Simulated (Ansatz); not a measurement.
Space group Pmmm (No. 47). a = 5.300 Å, b = 6.520 Å, c = 7.860 Å, α = 90.00°, β = 90.00°, γ = 90.00°
```
atom  site  symmetry       x       y       z
  Cd    1d       mmm  0.5000  0.0000  0.5000
  Cd    1h       mmm  0.5000  0.5000  0.5000
  Zr    1a       mmm  0.0000  0.0000  0.0000
  Zr    1b       mmm  0.5000  0.0000  0.0000
  Zr    1c       mmm  0.0000  0.0000  0.5000
```

**Question.** What reflectivity and colour does Ansatz, r2SCAN, independent particles, without spin-orbit coupling, line width 0.1 eV (Gaussian), carrier damping 0.03 eV give for this metal?

**Answer.** Reflectivity along the first axis:

| E (eV) | R (%) |
| --- | --- |
| 1.00 | 80.0 |
| 1.25 | 79.6 |
| 1.50 | 82.4 |
| 1.75 | 82.4 |
| 2.00 | 82.4 |
| 2.25 | 75.3 |
| 2.50 | 74.9 |
| 2.75 | 76.3 |
| 3.00 | 68.4 |
| 3.25 | 69.5 |
| 3.50 | 74.4 |
| 3.75 | 73.2 |
| 4.00 | 72.1 |
| 4.25 | 64.4 |
| 4.50 | 63.1 |
| 4.75 | 63.2 |
| 5.00 | 62.3 |

The colour is light grey: CIE x = 0.318, y = 0.327, luminous reflectivity 52 % under D65, from the mean over the axes. The mesh is 4×4×4, and the carriers' damping is typed.

[Logs are printed without paths, hosts, clocks, repeated set-up lines and the standing remarks that a program may print on its own settings, such as how far it seeks lower states.]
